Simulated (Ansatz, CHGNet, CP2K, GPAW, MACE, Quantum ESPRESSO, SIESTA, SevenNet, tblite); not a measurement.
**Quantum ESPRESSO on generalised stacking fault on (111) (shuffle set) of a GaAs-GaSb solid solution (48 atoms): settings compared**

How far do other settings of Quantum ESPRESSO move the forces in generalised stacking fault on (111) (shuffle set) of a GaAs-GaSb solid solution (48 atoms)? One run of the same program serves as the yardstick.

Method: the method is named at each step, in Quantum ESPRESSO 7.5.

### Step 1. The starting structure

The cell holds 48 atoms: 24 Ga, 10 Sb and 14 As. Its edges and angles: a = 8.267 Å, b = 7.159 Å, c = 20.485 Å, α = 90.0°, β = 81.3°, γ = 90.0°. Zinc-blende GaAs lattice (a = 5.8453 Å, the value set for the mixture), cell with z along [111], 2 x 1 x 2 periods; the third cell vector is tilted by 0.750 of 1/2[1-10] and lengthened by 0 Å, so the cell holds one fault (shuffle set); displaced by a Gaussian of 0.01 Å; 10 of 24 As sites given to Sb at random (lattice constant by Vegard's rule between GaAs and GaSb). Then every atom was moved at random, 0.02 Å r.m.s. a Cartesian component. The structure's axis is c.

The yardstick, on the same geometry:

* method: Kohn-Sham DFT, PBE, SSSP efficiency 1.3.0 pseudopotentials, plane waves (Quantum ESPRESSO 7.5); sssp-pbe-1.3.0-efficiency, cutoffs 60/480 Ry, Γ point
* r.m.s. force component: 0.6676 eV/Å
* longest force: 2.354 eV/Å
* pressure: 4.9 GPa
* time: 13 min on 4 MPI ranks of Arm Neoverse V1, shared host
* CPU time: 52 min

### Step 2. PBE, gbrv-1.5, 40/200 Ry

Method: Kohn-Sham DFT, PBE, GBRV 1.5 ultrasoft pseudopotentials, plane waves.

pw.in

```
&control
  calculation = 'scf'
  pseudo_dir = './pseudo'
  outdir = './tmp'
  disk_io = 'none'
  tprnfor = .true.
  tstress = .true.
/
&system
  ibrav = 0
  nat = 48
  ntyp = 3
  ecutwfc = 40
  ecutrho = 200
  nosym = .true.
  occupations = 'smearing'
  smearing = 'fd'
  degauss = 0.003675
/
&electrons
  conv_thr = 2.4e-07
  electron_maxstep = 100
  mixing_beta = 0.2
  mixing_mode = 'local-TF'
  diagonalization = 'david'
/
ATOMIC_SPECIES
Ga 69.723 Ga.upf
Sb 121.760 Sb.upf
As 74.922 As.upf
CELL_PARAMETERS angstrom
8.26650 0.00000 0.00000
0.00000 7.15900 0.00000
3.09994 0.00000 20.24871
ATOMIC_POSITIONS crystal
Ga 0.40003 0.49664 0.93738
Sb 0.72514 0.50015 0.06298
Ga 0.70648 0.82628 0.10505
As 0.66191 0.83131 0.23009
Ga 0.90172 0.50263 0.93830
As 0.22930 0.49675 0.06160
Ga 0.20864 0.82587 0.10497
As 0.16609 0.83822 0.22843
Ga 0.14734 0.00272 0.93821
As 0.47719 0.99859 0.06404
Ga 0.45891 0.33422 0.10482
As 0.41654 0.33448 0.23026
Ga 0.39757 0.66298 0.27103
As 0.35359 0.66005 0.39342
Ga 0.64880 0.16697 0.27040
Sb 0.60462 0.15905 0.39404
Ga 0.57991 0.50077 0.43795
Sb 0.54062 0.49340 0.56230
Ga 0.52736 0.83683 0.60369
Sb 0.47926 0.83480 0.72851
Ga 0.64917 0.99798 0.93840
Sb 0.97465 0.00190 0.06312
Ga 0.96290 0.33544 0.10235
As 0.90920 0.33544 0.22743
Ga 0.89705 0.66581 0.27036
Sb 0.85279 0.66440 0.39772
Ga 0.14848 0.16505 0.27020
As 0.10674 0.16780 0.39560
Ga 0.08460 0.50556 0.43597
As 0.04411 0.50175 0.56264
Ga 0.02347 0.83719 0.60274
As 0.98019 0.82927 0.72829
Ga 0.33828 0.00279 0.43459
As 0.28661 0.00344 0.56356
Ga 0.27473 0.32852 0.60422
As 0.22835 0.33374 0.73077
Ga 0.20734 0.66873 0.77182
Sb 0.16655 0.66513 0.89565
Ga 0.46145 0.17027 0.77055
Sb 0.41307 0.16549 0.89757
Ga 0.83453 0.99785 0.43945
Sb 0.78788 0.00268 0.56223
Ga 0.77783 0.33185 0.60317
As 0.72361 0.33250 0.72633
Ga 0.71123 0.66531 0.77191
As 0.66155 0.66783 0.89589
Ga 0.96083 0.16547 0.76938
Sb 0.91386 0.16136 0.89587
K_POINTS gamma
```

Run with:

```bash
> OMP_NUM_THREADS=1 mpirun -np 4 pw.x -in pw.in > output.txt
```

Log:

```text
Program PWSCF
     gamma-point specific algorithms are used
     one sub-group per band group will be used
     scalapack distributed-memory algorithm (size of sub-group:  2*  2 procs)
     Parallelization info
     sticks:   dense  smooth     PW     G-vecs:    dense   smooth      PW
     Min         841     673    167                96578    69107    8636
     Max         844     676    170                96584    69112    8638
     Sum        3371    2697    673               386323   276439   34547
     bravais-lattice index     =            0
     lattice parameter (alat)  =      15.6214  a.u.
     unit-cell volume          =    8086.6378 (a.u.)^3
     number of atoms/cell      =           48
     number of atomic types    =            3
     number of electrons       =       676.00
     number of Kohn-Sham states=          406
     kinetic-energy cutoff     =      40.0000  Ry
     charge density cutoff     =     200.0000  Ry
     scf convergence threshold =      2.4E-07
     mixing beta               =       0.2000
     number of iterations used =            8  local-TF  mixing
     Exchange-correlation= SLA  PW   PBE  PBE
                           (   1   4   3   4   0   0   0)
     crystal axes: (cart. coord. in units of alat)
               a(1) = (   1.000000   0.000000   0.000000 )
               a(2) = (   0.000000   0.866026   0.000000 )
               a(3) = (   0.375000   0.000000   2.449490 )
     reciprocal axes: (cart. coord. in units 2 pi/alat)
               b(1) = (  1.000000  0.000000 -0.153093 )
               b(2) = (  0.000000  1.154700  0.000000 )
               b(3) = (  0.000000  0.000000  0.408248 )
     PseudoPot. # 1 for Ga:
     Pseudo is Ultrasoft + core correction, Zval = 19.0
     PseudoPot. # 2 for Sb:
     Pseudo is Ultrasoft + core correction, Zval = 15.0
     PseudoPot. # 3 for As:
     Pseudo is Ultrasoft + core correction, Zval =  5.0
     atomic species   valence    mass     pseudopotential
     Ga               19.00    69.72300     Ga( 1.00)
     Sb               15.00   121.76000     Sb( 1.00)
     As                5.00    74.92200     As( 1.00)
     No symmetry found
   Cartesian axes
     number of k points=     1  Fermi-Dirac smearing, width (Ry)=  0.0037
                       cart. coord. in units 2pi/alat
        k(    1) = (   0.0000000   0.0000000   0.0000000), wk =   2.0000000
     Dense  grid:   193162 G-vectors     FFT dimensions: (  72,  64, 180)
     Smooth grid:   138220 G-vectors     FFT dimensions: (  64,  60, 160)
     Initial potential from superposition of free atoms
     starting charge     641.9964, renormalised to     676.0000
     Starting wfcs are  434 randomized atomic wfcs
     Self-consistent Calculation
     iteration #  1     ecut=    40.00 Ry     beta= 0.20
     total energy              =  -12363.27500383 Ry
     estimated scf accuracy    <    1130.19213419 Ry
     iteration #  2     ecut=    40.00 Ry     beta= 0.20
     total energy              =  -12388.02400546 Ry
     estimated scf accuracy    <      90.86497834 Ry
     iteration #  3     ecut=    40.00 Ry     beta= 0.20
     total energy              =  -12380.24529383 Ry
     estimated scf accuracy    <      40.00435024 Ry
     iteration #  4     ecut=    40.00 Ry     beta= 0.20
     total energy              =  -12380.72656266 Ry
     estimated scf accuracy    <       7.81863371 Ry
     iteration #  5     ecut=    40.00 Ry     beta= 0.20
     total energy              =  -12381.47398346 Ry
     estimated scf accuracy    <       2.02611546 Ry
     iteration #  6     ecut=    40.00 Ry     beta= 0.20
     total energy              =  -12380.95653391 Ry
     estimated scf accuracy    <       1.53953600 Ry
[...]
total energy              =  -12381.17291972 Ry
[...]
iteration # 17     ecut=    40.00 Ry     beta= 0.20
     total energy              =  -12381.17292072 Ry
     estimated scf accuracy    <       0.00000070 Ry
     iteration # 18     ecut=    40.00 Ry     beta= 0.20
     total energy              =  -12381.17292114 Ry
     estimated scf accuracy    <       0.00000032 Ry
     iteration # 19     ecut=    40.00 Ry     beta= 0.20
     End of self-consistent calculation
          k = 0.0000 0.0000 0.0000 ( 17274 PWs)   bands (ev):
   -86.9097 -86.8970 -86.8911 -86.8726 -86.8661 -86.8640 -86.8419 -86.8367
   -86.8336 -86.8229 -86.8171 -86.8163 -86.8094 -86.7986 -86.7982 -86.7972
   -86.7764 -86.7758 -86.7622 -86.7580 -86.7544 -86.7499 -86.7427 -86.7386
   -86.7275 -86.7180 -86.7164 -86.7164 -86.7153 -86.7016 -86.6998 -86.6939
   -86.6914 -86.6846 -86.6788 -86.6763 -86.6733 -86.6701 -86.6687 -86.6653
   -86.6636 -86.6573 -86.6568 -86.6559 -86.6528 -86.6502 -86.6496 -86.6425
[...]
11.9181  11.9489  12.0167  12.0277  12.0544  12.0855  12.1088  12.1355
    12.1714  12.1909  12.2119  12.2327  12.2545  12.2849  12.3200  12.3483
    12.3624  12.3952  12.4462  12.7647  12.8686  12.9229  12.9700  13.0249
    13.0475  13.0931  13.1209  13.1828  13.2519  13.3653
     the Fermi energy is     8.0329 ev
!    total energy              =  -12381.17292175 Ry
     estimated scf accuracy    <       0.00000009 Ry
     smearing contrib. (-TS)   =      -0.01096485 Ry
     internal energy E=F+TS    =  -12381.16195690 Ry
     The total energy is F=E-TS. E is the sum of the following terms:
     one-electron contribution =  -10948.23972135 Ry
     hartree contribution      =    5719.51775658 Ry
     xc contribution           =   -2048.39755352 Ry
     ewald contribution        =   -5104.04243861 Ry
     convergence has been achieved in  19 iterations
     Forces acting on atoms (cartesian axes, Ry/au):
     atom    1 type  1   force =     0.01367902    0.01656750    0.04578370
     atom    2 type  2   force =     0.02334671    0.00639314   -0.05107972
     atom    3 type  1   force =    -0.02928507    0.02670483    0.04379729
     atom    4 type  3   force =     0.00449707    0.01763666   -0.01177592
     atom    5 type  1   force =    -0.06728999   -0.00672419    0.02464532
     atom    6 type  3   force =     0.02401833    0.02203726   -0.02246707
[...]
atom   46 type  3   force =     0.00872802    0.00310642   -0.00193744
     atom   47 type  1   force =    -0.00514851   -0.01033947   -0.03654020
     atom   48 type  2   force =    -0.01130611    0.03250285   -0.01269500
     Total force =     0.310856     Total SCF correction =     0.001776
     Computing stress (Cartesian axis) and pressure
          total   stress  (Ry/bohr**3)                   (kbar)     P=       47.05
   0.00073941  -0.00001191   0.00009066          108.77       -1.75       13.34
  -0.00001191   0.00007164  -0.00002697           -1.75       10.54       -3.97
   0.00009066  -0.00002697   0.00014842           13.34       -3.97       21.83
     Message from routine punch:
     Nothing written, as per user request (disk_io='none')
```

Wall time 2.5 min (4 MPI ranks of Arm Neoverse V1, shared host); peak memory 1.5 GiB.

Banners, paths, timers and routine set-up lines are dropped from the logs unmarked, and long logs keep their key lines alone; longer cuts are marked.

Numbers from this run, and their distance from the reference:

| Property | Result |
| --- | --- |
| r.m.s. force component | 0.666 eV/Å |
| r.m.s. difference of force components | 4.09 meV/Å |
| longest difference of force vectors | 17.75 meV/Å |
| force difference over r.m.s. force | 0.6127 % |
| slope of forces against the reference's | 0.9977 |
| correlation of force components | 1 |
| pressure | 4.705 GPa |
| pressure difference | -0.1953 GPa |

Length of the force difference by element (eV/Å):

| element | atoms | mean | most |
| --- | --- | --- | --- |
| As | 14 | 0.0025 | 0.0038 |
| Ga | 24 | 0.0089 | 0.018 |
| Sb | 10 | 0.003 | 0.0054 |

The surroundings of Ga13, picked at random, nearest first, numbered as they follow in the input and with coordinates relative to it.

| atom | x | y | z | distance (Å) | bonds | Fx | Fy | Fz (eV/Å) |
| --- | --- | --- | --- | --- | --- | --- | --- | --- |
| Ga13 | 0.00 | 0.00 | 0.00 | 0.00 | 4 | -0.05 | -0.10 | -0.05 |
| As14 | 0.02 | -0.02 | 2.48 | 2.48 | 4 | -0.36 | 0.74 | 0.14 |
| As12 | 0.03 | -2.35 | -0.83 | 2.49 | 4 | -0.25 | 0.16 | -0.37 |
| As4 | 2.06 | 1.21 | -0.83 | 2.53 | 4 | 0.12 | 0.45 | -0.30 |
| As8 | -2.05 | 1.25 | -0.86 | 2.55 | 4 | -0.02 | -0.19 | -0.06 |
| Ga29 | -2.08 | -1.13 | 3.34 | 4.09 | 4 | 1.67 | -1.36 | 0.94 |
| Ga3 | 2.04 | 1.17 | -3.36 | 4.10 | 4 | -0.75 | 0.69 | 1.13 |
| Ga11 | -0.01 | -2.35 | -3.37 | 4.11 | 4 | -0.90 | -1.18 | 0.79 |
| Ga17 | 2.02 | -1.16 | 3.38 | 4.11 | 4 | -0.55 | -0.22 | -0.49 |

Forces lie 0.61 % from the reference's, at 0.19 times its CPU time.

### Step 3. Results

| Item | Value |
| --- | --- |
| force difference from the reference | QE PBE, gbrv-1.5, 40/200 Ry, 0.61 % |
| its CPU time | 10 min |

In words: PBE on plane waves or a grid with other potentials, cutoffs or grids differs from the reference by 0.61 % (QE PBE, gbrv-1.5, 40/200 Ry) of the r.m.s. force; this holds the reference's own error, so differences of a few per cent don't tell which side is nearer the exact PBE result. One electronic-structure run takes under half the reference's CPU time: QE PBE, gbrv-1.5, 40/200 Ry, at 0.61 % in 10 min against 52 min. The potentials hold different valence shells: 532 electrons in the reference, 676 in Quantum ESPRESSO with GBRV; this bears on time and differences. The reference's pressure holds the uncorrected Pulay stress of its 60 Ry basis, so small pressure differences, and their order, may be the reference's own error. The reference's stress is far from hydrostatic: its diagonal is 11.1, 1.2, 2.4 GPa, compression counted positive. The host structure and its lattice constant were typed by rule, without a check against the phase diagram. The reference's pressure of 4.9 GPa belongs to a cell and atoms that aren't relaxed at this level. The electronic-structure runs sample only Γ, in a cell whose shortest periodic width is 7 Å, which is coarse for a cell with partly filled levels. Spin–orbit coupling is left out, which matters for the levels of the heavy elements.

[Also dropped from logs without a mark: logging warnings of Python, and SIESTA's first energy breakdown and zero terms.]

[Logs are printed without paths, hosts, clocks, repeated set-up lines and the standing remarks that a program may print on its own settings, such as how far it seeks lower states.]

[Hosts, paths, dates, database ids (printed as entryN), source tags and the programs' standing remarks are cut or masked in the printed files.]
